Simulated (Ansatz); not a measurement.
# Phonons of Ni3GeC (Pm-3m) against volume, part 2 of 2

Wanted: mode Grüneisen parameters of Ni3GeC (Pm-3m).

Ansatz 0.2.0; DFT PBEsol, scalar-relativistic, plane waves, PAW; PAW set soft_1.

So far, highest frequency on path, mesh or solved points (cm⁻¹): step 2 (response at finite wavevector) 723; step 4 (phonons at the other volume, volume ratio 0.97) 757.

### 5. Relaxing at another volume, volume ratio 1.03

The volume is scaled by 1.03 and held; symmetry leaves nothing to relax, so this is a single point. The modes can then be followed against volume.

File input.yaml:

```yaml
crystal:
  lattice:
    - [3.7988913019, 0.0, 0.0]
    - [0.0, 3.7988913019, 0.0]
    - [0.0, 0.0, 3.7988913019]
  atoms:
    - { symbol: Ni, position: [0.0, 0.5, 0.5] }
    - { symbol: Ni, position: [0.5, 0.5, 0.0] }
    - { symbol: Ni, position: [0.5, 0.0, 0.5] }
    - { symbol: Ge, position: [0.0, 0.0, 0.0] }
    - { symbol: C, position: [0.5, 0.5, 0.5] }
kpoints:
  mp_grid: { grid: [12, 12, 12] }
hamiltonian:
  xc: pbesol
  pseudopotentials: { kind: paw, azcp: { folder: soft_1 }, xc_functional: pbe }
scf:
  occupations: { method: methfessel_paxton, width: 0.2 }
output:
  forces: true
  stress: true
  eigenvalues: true
```

Command:

```console
$ ansatz run input.yaml --threads 4 --pin off --max-ram 10240MiB --backend cpu --events-out ev --progress --plain --runs-dir out
```

The log of the run:

```text
[...]
Crystal: 5 atoms, lattice volume = 54.824 Å³
Basis set: ecut = 420 eV, 1045 PW (Γ), exchange–correlation on 54×54×54 points (8 copies of the dense FFT grid, shifted against one another)
Bands: 44, of which v1, the nominal top of the filled ones, is band 36 counted from 1 (35 counted from 0)
Symmetry: 48 space group operations
[...]
k-points: 84 of 1728
[...]
k-point 0: bands = [... 32 lower, 15.2294, 15.2294, 15.2294, 15.4819, 16.6971, 17.6419, 17.6419, 17.6419, ... 4 higher]
  k-point 1: bands = [... 32 lower, 15.2294, 15.2637, 15.2637, 15.4572, 16.5799, 17.7162, 17.7162, 17.7924, ... 4 higher]
  k-point 2: bands = [... 32 lower, 15.2296, 15.3804, 15.3804, 15.3838, 16.4901, 17.9073, 17.9073, 18.0046, ... 4 higher]
  k-point 83: bands = [... 32 lower, 14.8110, 15.2754, 15.2754, 15.2754, 15.7577, 17.1077, 17.1077, 17.1077, ... 4 higher]
[key lines of the parts left out:]
SCF converged after 10 iterations
Free energy (F): -21914.927068 eV
Fermi energy:    16.139977 eV
P = ⅓ Tr σ = -5.7116 GPa (-57.116 kbar)
```

Wall time 3.5 s (4 threads of Arm Neoverse V2, shared host); peak memory 0.48 GiB.

Read from the output:

```
pressure        : -5.712 GPa
volume per atom : 10.96 Å³
```

The run ends at a pressure of -5.71 GPa.

### 6. Phonons at the other volume, volume ratio 1.03

The phonons are repeated at this volume on the same meshes, so that differences come from the volume alone.

Changes to input.yaml since step 5:

```diff
@@ -19,4 +19,11 @@
 output:
-  forces: true
-  stress: true
   eigenvalues: true
+phonons:
+  method: dfpt
+  qmesh: [2, 2, 2]
+  temperatures: { t_max: 1000, t_step: 50 }
+  qpath:
+    path:
+      - [[0.0, 0.0, 0.0], [0.0, 0.5, 0.0], [0.5, 0.5, 0.0], [0.0, 0.0, 0.0], [0.5, 0.5, 0.5], [0.0, 0.5, 0.0]]
+      - [[0.5, 0.5, 0.5], [0.5, 0.5, 0.0]]
+    npoints: 10
```

The log of the run:

```text
[...]
Crystal: 5 atoms, lattice volume = 54.824 Å³
Basis set: ecut = 420 eV, 1045 PW (Γ), exchange–correlation on 54×54×54 points (8 copies of the dense FFT grid, shifted against one another)
Bands: 44, of which v1, the nominal top of the filled ones, is band 36 counted from 1 (35 counted from 0)
Symmetry: 48 space group operations
k-points: 84 of 1728
[...]
k-point 83: bands = [... 32 lower, 14.8110, 15.2754, 15.2754, 15.2754, 15.7577, 17.1077, 17.1077, 17.1077, ... 4 higher]
[...]
ASR residual: 1.886e-5 → 0.000e0 eV/Å²; symmetrization residual: 3.087e-6 eV/Å²
  ASR residual per site (eV/Å²): 8.53e-6 8.53e-6 8.53e-6 1.89e-5 1.17e-6
[...]
--- Phonons (arbitrary-q DFPT): 4 irreducible q on the 2×2×2 mesh ---
[...]
interpolated dispersion: 62 rows × 15 modes
[...]
[key lines of the parts left out:]
SCF converged after 13 iterations
Free energy (F): -21914.927068 eV
Fermi energy:    16.139996 eV
```

The job ended after 10 min (4 threads; peak memory 2.4 GiB).

This step gave:

```
sum-rule residual before enforcement                    : 1.89e-5 eV/Å²
lowest frequency on the path                            : -131.7 cm⁻¹
highest frequency on path, mesh or solved points        : 690.0 cm⁻¹
highest optical mode at the zone centre (no LO-TO term) : 561.9 cm⁻¹
lowest optical zone-centre mode                         : -91.31 cm⁻¹
lowest mode on the q mesh (acoustic modes at Γ apart)   : -131.7 cm⁻¹
```

Frequencies (cm⁻¹) solved at each irreducible wavevector; negative means imaginary. Frequencies by wavevector, by row:

```
q in reciprocal lattice units  star  mode 1  mode 2  mode 3  mode 4  mode 13  mode 14  mode 15
                        0 0 0     1   -91.3   -91.3   -91.3       0    561.9    561.9    561.9
                     0 0 -0.5     3  -131.7   -74.5   -69.7   -69.7    569.9    569.9    664.9
                  0 -0.5 -0.5     3  -108.4  -107.3  -107.3  -100.2    582.5      690      690
               -0.5 -0.5 -0.5     1     -64     -64     -64    33.1    688.5    688.5    688.5
```

The highest optical mode at the zone centre (no LO-TO term) is 561.9 cm⁻¹, -39.3 cm⁻¹ against the base run.

### 7. Grüneisen parameters

The Grüneisen parameter of a mode is minus the logarithmic change of its frequency with volume, −d ln ω / d ln V; weighted by heat capacity it gives the expansion.

This step gave:

```
bulk modulus : 207.9 GPa
```

The phonon branches at the labelled points (cm⁻¹):

```
    point  branch 1  branch 2  branch 3  branch 4  branch 12  branch 13  branch 14  branch 15
        Γ       -93       -93       -93         0        124        601        601        601
  halfway       -87       -87       -85       -78        220        605        605        647
        X      -130       -76       -67       -67        274        608        608        699
  halfway      -120       -90       -89       -86        279        615        663        711
        M      -115      -107      -107       -99        296        621        723        723
  halfway       -93       -92       -83       -82        241        610        655        655
        Γ       -93       -93       -93         0        124        601        601        601
  halfway       -94       -92       -92       -70        265        660        660        662
        R       -70       -70       -70        48        358        721        721        721
  halfway      -108       -93       -93       -68        299        665        667        716
        X      -130       -76       -67       -67        274        608        608        699
jump to R       -70       -70       -70        48        358        721        721        721
  halfway       -95       -93       -93       -55        325        669        722        722
        M      -115      -107      -107       -99        296        621        723        723
```

The same for volume x 0.97:

```
point  branch 1  branch 2  branch 3  branch 4  branch 12  branch 13  branch 14  branch 15
    Γ       -94       -94       -94         0        133        642        642        642
    X      -126       -77       -62       -62        296        648        648        734
    M      -121      -105      -105       -97        318        660        757        757
    Γ       -94       -94       -94         0        133        642        642        642
    R       -76       -76       -76        59        380        754        754        754
    X      -126       -77       -62       -62        296        648        648        734
    R       -76       -76       -76        59        380        754        754        754
    M      -121      -105      -105       -97        318        660        757        757
```

The same for volume x 1.03:

```
point  branch 1  branch 2  branch 3  branch 4  branch 12  branch 13  branch 14  branch 15
    Γ       -91       -91       -91         0        117        562        562        562
    X      -132       -74       -70       -70        253        570        570        665
    M      -108      -107      -107      -100        274        582        690        690
    Γ       -91       -91       -91         0        117        562        562        562
    R       -64       -64       -64        33        337        688        688        688
    X      -132       -74       -70       -70        253        570        570        665
    R       -64       -64       -64        33        337        688        688        688
    M      -108      -107      -107      -100        274        582        690        690
```

### 8. Summary of results

| Property | Result |
| --- | --- |
| bulk modulus | 208 GPa |

In words: No expansion is given, because modes are imaginary at one volume or more. The highest optical mode at Γ goes from 642 to 562 cm⁻¹ as the cell grows, a Grüneisen parameter of 2.22. Branches are matched by rank, so values near crossings are rough. The q mesh stands for a supercell only 7.5 Å across, so branches between the solved wavevectors are rough. With no gap, or one that is small against the smearing, the frequencies hang on the k mesh and the smearing, most of all near Kohn anomalies. The phonon runs are without spin polarisation, although Ni often carries a moment. The PAW files were made for PBE and serve the other functionals too. A phonon run warned that its eigensolver left some bands unconverged in a pass.

[Long decimals in the printed logs are rounded to 6 places.]

[Logs are printed without paths, hosts, clocks, repeated set-up lines and the standing remarks that a program may print on its own settings, such as how far it seeks lower states.]

[Hosts, paths, dates, database ids (printed as entryN), source tags and the programs' standing remarks are cut or masked in the printed files.]

[Where the starting crystal was built by hand or by swapping elements, it need not be the compound's stable phase.]
